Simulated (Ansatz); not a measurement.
**Where C_Ga puts its levels in the gap of GaN (F-43m)**

Aim: at which Fermi levels does C_Ga in GaN (F-43m) change its charge? The model is a cell of 54 host atoms with 1 Ga taken out and 1 C put in.

Main program and level: Ansatz 0.2.0; place-levels on r2SCAN runs: charge-transition levels and formation energies with image-charge correction and potential alignment at the atomic sites; PAW set soft_1.

**1. The starting structure**

The cell holds 54 atoms: 26 Ga, 27 N and 1 C. Its edges and angles: a = 9.542 Å, b = 9.542 Å, c = 9.542 Å, α = 60.0°, β = 60.0°, γ = 60.0°. It derives from GaN (space group F-43m). Nearest the centre at fractional (0.333, 0.667, 0.667): C35 at 0.00 Å, N30 at 1.95 Å, N18 at 1.95 Å, N34 at 1.95 Å, N36 at 1.95 Å, Ga33 at 3.18 Å, Ga17 at 3.18 Å, Ga29 at 3.18 Å.

Structure file:

```xyz
54
Lattice="0.0000 6.7473 6.7473 6.7473 0.0000 6.7473 6.7473 6.7473 0.0000" Properties=species:S:1:pos:R:3 pbc="T T T"
Ga    0.0000    0.0000    0.0000
N     1.1245    1.1245    1.1245
Ga    2.2491    2.2491    0.0000
N     3.3736    3.3736    1.1245
Ga    4.4982    4.4982    0.0000
N     5.6227    5.6227    1.1245
Ga    2.2491    0.0000    2.2491
N     3.3736    1.1245    3.3736
Ga    4.4982    2.2491    2.2491
N     5.6227    3.3736    3.3736
Ga    6.7473    4.4982    2.2491
N     7.8718    5.6227    3.3736
Ga    4.4982    0.0000    4.4982
N     5.6227    1.1245    5.6227
Ga    6.7473    2.2491    4.4982
N     7.8718    3.3736    5.6227
Ga    8.9964    4.4982    4.4982
N    10.1209    5.6227    5.6227
Ga    0.0000    2.2491    2.2491
N     1.1245    3.3736    3.3736
Ga    2.2491    4.4982    2.2491
N     3.3736    5.6227    3.3736
Ga    4.4982    6.7473    2.2491
N     5.6227    7.8718    3.3736
Ga    2.2491    2.2491    4.4982
N     3.3736    3.3736    5.6227
Ga    4.4982    4.4982    4.4982
N     5.6227    5.6227    5.6227
Ga    6.7473    6.7473    4.4982
N     7.8718    7.8718    5.6227
Ga    4.4982    2.2491    6.7473
N     5.6227    3.3736    7.8718
Ga    6.7473    4.4982    6.7473
N     7.8718    5.6227    7.8718
C     8.9964    6.7473    6.7473
N    10.1209    7.8718    7.8718
Ga    0.0000    4.4982    4.4982
N     1.1245    5.6227    5.6227
Ga    2.2491    6.7473    4.4982
N     3.3736    7.8718    5.6227
Ga    4.4982    8.9964    4.4982
N     5.6227   10.1209    5.6227
Ga    2.2491    4.4982    6.7473
N     3.3736    5.6227    7.8718
Ga    4.4982    6.7473    6.7473
N     5.6227    7.8718    7.8718
Ga    6.7473    8.9964    6.7473
N     7.8718   10.1209    7.8718
Ga    4.4982    4.4982    8.9964
N     5.6227    5.6227   10.1209
Ga    6.7473    6.7473    8.9964
N     7.8718    7.8718   10.1209
Ga    8.9964    8.9964    8.9964
N    10.1209   10.1209   10.1209
```

Known beforehand: the electronic dielectric constant, 6.00, and the static one, 10.56, computed on the host (DFPT, PBEsol, on the r2SCAN cell), and a cell off the functional's own equilibrium shifts the ionic part.

The cell's shortest repeat is 9.5 Å.

**2. The runs of each charge state**

A transition level is the Fermi level at which two charge states cost the same, so each charge needs its own total energy, at its own relaxed structure.

Each atom starts 0.05 Å or so off its site in a random direction: a symmetric start keeps its symmetry, and would miss off-centre moves and Jahn–Teller distortions. Forces are taken on a 2×2×2 shifted mesh. The cell holds 1 electron more than the neutral one, with a uniform background that keeps it neutral on the whole.

The sampling was tested on the host first: at the k-points planned (1x1x1 shifted 0.25 0.25 0.25) its energy lies 0.067 eV an atom from the dense-mesh value, so the final energies take a denser sampling.

One state's input; the others differ in charge, spin, start and seed, and in occupations where the table says so.

qm1.relax/input.yaml reads:

```yaml
crystal:
  lattice:
    - [0.0, 2.24909694, 2.24909694]
    - [2.24909694, 0.0, 2.24909694]
    - [2.24909694, 2.24909694, 0.0]
  atoms:
    - { symbol: Ga, position: [0.0, 0.0, 0.0] }
    - { symbol: "N", position: [0.25, 0.25, 0.25] }
  supercell: [3, 3, 3]
  defects: [{ substitution: { at: 34, symbol: C } }]
total_charge: -1
basis:
  ecutwfc: 500
  xc_grid: 2
hamiltonian:
  xc: r2scan
  pseudopotentials: { kind: paw, azcp: { folder: soft_1 } }
kpoints:
  mp_grid: { grid: [2, 2, 2], shift: [0.5, 0.5, 0.5] }
scf:
  occupations: { method: fixed }
  max_iter: 60
output:
  forces: true
  charged_corrections: { epsilon: 6.0, static_epsilon: 10.56 }
relax:
  f_tol: 0.02
  max_steps: 80
  random_displacement: { amplitude: 0.05, seed: 2833 }
checkpoint:
  write: "../qm1.relax.run"
  compress: false
  write_wavefunctions: true
  write_every: 100000
```

On the command line:

```
$ ansatz run input.yaml --threads 4 --pin off --max-ram 7536MiB --backend cpu --events-out ev --progress --plain --runs-dir out
```

The run of this state that the levels use, under r2SCAN:

qm1.point/input.yaml reads:

```yaml
crystal:
  checkpoint: "../qm1.relax.run"
  host: checkpoint
total_charge: -1
basis:
  ecutwfc: 500
  xc_grid: 2
hamiltonian:
  xc: r2scan
  pseudopotentials: { kind: paw, azcp: { folder: soft_1 } }
kpoints:
  mp_grid: { grid: [2, 2, 2], shift: [0.5, 0.5, 0.5] }
scf:
  occupations: { method: fixed }
  max_iter: 60
output:
  forces: true
  eigenvalues: true
  charged_corrections:
    epsilon: 6.0
    static_epsilon: 10.56
    defect_position: [0.333333, 0.666667, 0.666667]
  eigenstates: { localisation: true }
  populations: true
  band_densities: [{ bands: [v1, v1] }, { bands: [c1, c1] }]
  write_density: true
  write_potential: true
  volumetric_format: npy
  elf: true
checkpoint:
  read: "../qm1.relax.run"
  write: "../qm1.point.run"
  compress: false
  write_wavefunctions: false
  write_every: 100000
```

Relaxations under r2SCAN at a 2×2×2 shifted mesh; times on 4 threads of Arm Neoverse V1, shared host:

```
charge  moment (μB)  occupations    outcome  steps  largest displacement against the far atoms (Å)     time
    −1            0        fixed  converged     13                                            0.70   11 min
     0            1        fixed  converged      8                                            0.38   17 min
    +1            0        fixed  converged      6                                            0.36  5.3 min
```

Single points under r2SCAN at a 2×2×2 shifted mesh; times on 4 threads of Arm Neoverse V1, shared host:

```
charge  moment (μB)  occupations    outcome   time
    −1            0        fixed  converged   56 s
     0            1        fixed  converged  2 min
    +1            0        fixed  converged   56 s
```

Distances (Å) from C35 to the nearest atoms after relaxation with r2SCAN:

```
charge  moment (μB)      1.      2.      3.      4.       5.       6.
    −1            0  N 1.26  N 2.44  N 2.44  N 2.44  Ga 2.75  Ga 2.76
     0            1  N 1.57  N 1.57  N 1.57  N 1.57  Ga 3.12  Ga 3.12
    +1            0  N 1.59  N 1.59  N 1.59  N 1.59  Ga 3.13  Ga 3.13
```

**3. Placing the levels, r2SCAN**

A charged cell interacts with its images and the background, and its potential has another zero than the host's. place-levels removes the first by a point-charge model, screened by the static dielectric constant since the ions have relaxed around the charge, and the second by comparing potentials at atoms far from the defect.

The host is a run of the defect-free crystal in the same cutoffs, grids and k-points, so that basis and sampling errors cancel in part in the differences. The host is run in a cell of 2 atoms on a matching mesh. Its band edges are searched through the zone by a band path, so the gap is smaller than, or equal to, that on the mesh. Chemical potentials are energies per atom of Ga (alpha-Ga (Cmce)) and C (diamond), run with the same functional and cutoff. Carbon is taken as diamond, which semilocal functionals can put about 0.1 eV an atom over graphite.

levels.point.yaml reads:

```yaml
host:
  run: host.point.run
states: [qm1.point.run, q0_M1.point.run, qp1.point.run]
geometry_from:
  qm1.point.run: qm1.relax.run
  q0_M1.point.run: q0_M1.relax.run
  qp1.point.run: qp1.relax.run
  host.point.run: host.relax.run
chemical_potentials:
  Ga:
    energy: -3790.270342
    dataset: <sha256 of the dataset>
  C:
    energy: -251.553391
    dataset: "<sha256 of the dataset>"
epsilon: 6.0
static_epsilon: 10.56
vertical:
  - { from: qm1.point.run, to: qm1.point_neutral.run }
  - { from: qp1.point.run, to: qp1.point_neutral.run }
```

On the command line:

```
$ ansatz place-levels levels.point.yaml -- --threads 4 --pin off --max-ram 7536MiB
```

Numbers of over 12 decimals in the logs are rounded to 6 here.

Output:

```text
[... repeated set-up lines and file paths are left out, and long positions are rounded to six places ...]
(+1/0) 2.253 eV above the valence edge (+2.786 eV without the band-filling correction), in the conduction band
(0/-1) 3.972 eV above the valence edge (+3.439 eV without the band-filling correction), in the conduction band
formation energy of charge +1: +3.834 eV with the Fermi level at the valence edge
formation energy of charge 0: +6.087 eV with the Fermi level at the valence edge
formation energy of charge -1: +10.059 eV with the Fermi level at the valence edge
vertical -1 to 0: no energy, since no alignment is typed
  the change from vertical[0].from (qm1.point.run) to vertical[0].to (qm1.point_neutral.run): by its potential at epsilon 6 it stands at 0.406 0.707 0.708, with an rms radius of about 1.5 Å (0.5 1.0 1.0 Å across the planes of the cell's vectors); [...]
vertical +1 to 0: no energy, since no alignment is typed
  the change from vertical[1].from (qp1.point.run) to vertical[1].to (qp1.point_neutral.run): by its potential at epsilon 6 it stands at 0.452 0.787 0.786, with an rms radius of about 3.1 Å (1.8 1.8 1.8 Å across the planes of the cell's vectors); [...]
  edges by r2scan, gap 2.168 eV; the host is sampled to repeats of 19.08 Å
  the defect's cells are sampled to repeats of 19.08 Å, like sampling
  charge +1: -109229.0568 eV with its correction of -0.020 eV, at epsilon 10.56, aligned at sites: -0.2517 eV, mean over 19 atomic sites at or beyond 4.77 Å from the defect at [0.3333, 0.6667, 0.6667], with +0.000000 for the charge's moments and without [...]
  charge 0: +0.000 eV for its dipole among its images, +0.000 omitted
  charge -1: -109203.9333 eV with its correction of +0.470 eV, at epsilon 10.56, aligned at sites: -0.2380 eV, mean over 19 atomic sites at or beyond 4.77 Å from the defect at [0.3333, 0.6667, 0.6667], with +0.000000 for the charge's moments and without [...]
  of states[2] (qp1.point.run): it parts from the run at its places by a charge that spreads by about 1.8 Å along one vector (1.3 Å or more is wide), by its potential at epsilon 6, taken for that of held ions (one typed too small widens it), where the cell [...]
  of states[1] (q0_M1.point.run): a band-filling correction moves a carrier to the host's band edge, which changes its energy by -0.533 eV; [...]
  of states[0] (qm1.point.run): its alignment with the host at atomic sites is doubtful: the mean over the far sites moves by +0.2298 eV from their farther parts to their nearer, more than 0.05 eV. [...]
  of vertical[0].to (qm1.point_neutral.run): stability_check_not_made
  of vertical[1].from (qp1.point.run): it parts from the run at its places by a charge that spreads by about 1.8 Å along one vector (1.3 Å or more is wide), by its potential at epsilon 6, taken for that of held ions (one typed too small widens it), where the [...]
  of vertical[1].to (qp1.point_neutral.run): stability_check_not_made
```

Wall time 0.32 s (4 threads of Arm Neoverse V1, shared host).

Levels between the charges placed, in eV above the valence top:

```
        gap (eV)  (+1/0)  (0/−1)
r2SCAN      2.17    2.25    3.97
```

Corrections by state:

```
charge  moment (μB)  image terms and alignment (eV)  band filling (eV)  ε used  over the lowest of its charge, as the program ranks them, band filling apart (eV)
    +1          0.0                          -0.020                  -   10.56                                                                              0.000
     0          1.0                           0.000             -0.533       -                                                                              0.000
    −1          0.0                           0.470                  -   10.56                                                                              0.000
```

The charged structures listed were also run neutral, and place-levels reads from each pair, by the potential or the spins, how wide the charge is by which they differ; that can be the carrier of either run.

```
charge  rms radius (Å)  spread where it is widest against the cell (Å)  wide from (Å)  reading
    +1             3.1                                            1.79           1.35     wide
    −1             1.5                                            0.99           1.35   narrow
```

The neutral runs of these pairs need not share the spin of the lowest neutral state, and very wide values only mean spread over the cell.

From the program's caveats on the states, each cut to its opening words:

- charge +1: it parts from the run at its places by a charge that spreads by about 1.8 Å along one vector (1.3 Å or more is wide), by its potential at epsilon 6, taken for [...]
- charge +1: its alignment with the host at atomic sites is doubtful: the mean over the far sites moves by -0.2016 eV from their farther parts to their nearer, more than [...]
- charge 0 (1 μB): a band-filling correction moves a carrier to the host's band edge, which changes its energy by -0.533 eV
- charge 0 (1 μB): its alignment with the host at atomic sites is doubtful: the mean over the far sites moves by -0.1441 eV from their farther parts to their nearer, more than [...]
- charge 0 (1 μB): flagged: stability check not made
- charge −1: its alignment with the host at atomic sites is doubtful: the mean over the far sites moves by +0.2298 eV from their farther parts to their nearer, more than [...]

The host's formation energy from the elements is -0.646 eV per atom; it sets how far the chemical potentials can move.

Formation energies (eV), Ga-rich (Δμ(Ga) = 0.00 eV, Δμ(N) = -1.29 eV, Δμ(C) = 0.00 eV):

```
charge  Fermi level at the valence top  at the conduction bottom
    +1                            3.83                      6.00
     0                            6.09                      6.09
    −1                           10.06                      7.89
```

Formation energies (eV), N-rich (Δμ(N) = 0.00 eV, Δμ(Ga) = -1.29 eV, Δμ(C) = 0.00 eV):

```
charge  Fermi level at the valence top  at the conduction bottom
    +1                            2.54                      4.71
     0                            4.80                      4.80
    −1                            8.77                      6.60
```

**4. Results**

- gap of the host: 2.17 eV (r2SCAN)
- level (plus 1/0): 2.25 eV above the valence top, past the conduction bottom (2.79 eV above the valence top without the band-filling term)
- level (0/minus 1): 3.97 eV above the valence top, past the conduction bottom (3.44 eV above the valence top without the band-filling term)
- lowest of the charges placed, just above the valence top (0.02 eV): +1
- lowest of the charges placed, just below the conduction bottom (0.02 eV): +1
- lowest formation energy at mid-gap of the charges run, Ga-rich: 4.92 eV
- lowest formation energy at mid-gap of the charges run, N-rich: 3.63 eV

What this shows: Of the charges placed (−1, 0 and +1), +1 is the lowest from 0.02 eV above the valence top to 0.02 eV below the conduction bottom, a gap of 2.17 eV. Charges above +1 were not placed, so these runs say nothing of levels that involve them. States placed: +1 at 0 μB; 0 at 1 μB; −1 at 0 μB. Other spin states or structures, where not listed, weren't placed. The program finds carriers beyond a band edge of the host and adds a band-filling term at charge 0 (-0.53 eV); steps to such a charge show no bound level, and a defect level inside a band would be read the same way. C is taken at its element; compounds, which aren't counted here, bound the chemical potentials and would shift these formation energies. The program doubts the alignment of potentials for at least one state, a sign that the cell is small. What this leaves open: r2SCAN makes the gap too small and tends to spread out bound carriers; where a gas molecule sets a chemical potential or the host's formation energy, its binding is uncorrected.

[Logs are printed without paths, hosts, clocks, repeated set-up lines and the standing remarks that a program may print on its own settings, such as how far it seeks lower states.]

[Hosts, paths, dates, database ids (printed as entryN), source tags and the programs' standing remarks are cut or masked in the printed files.]

[Where a table of states has a column of steps, it counts the stored structures, which are thinned; the runs took as many ionic steps or more.]

[A defect's name tells the site on which it was built; relaxed atoms can leave that site.]

[For some hosts the program warned that the k-mesh of the response run may be too coarse for force constants and the static dielectric constant; such warnings are not shown here.]
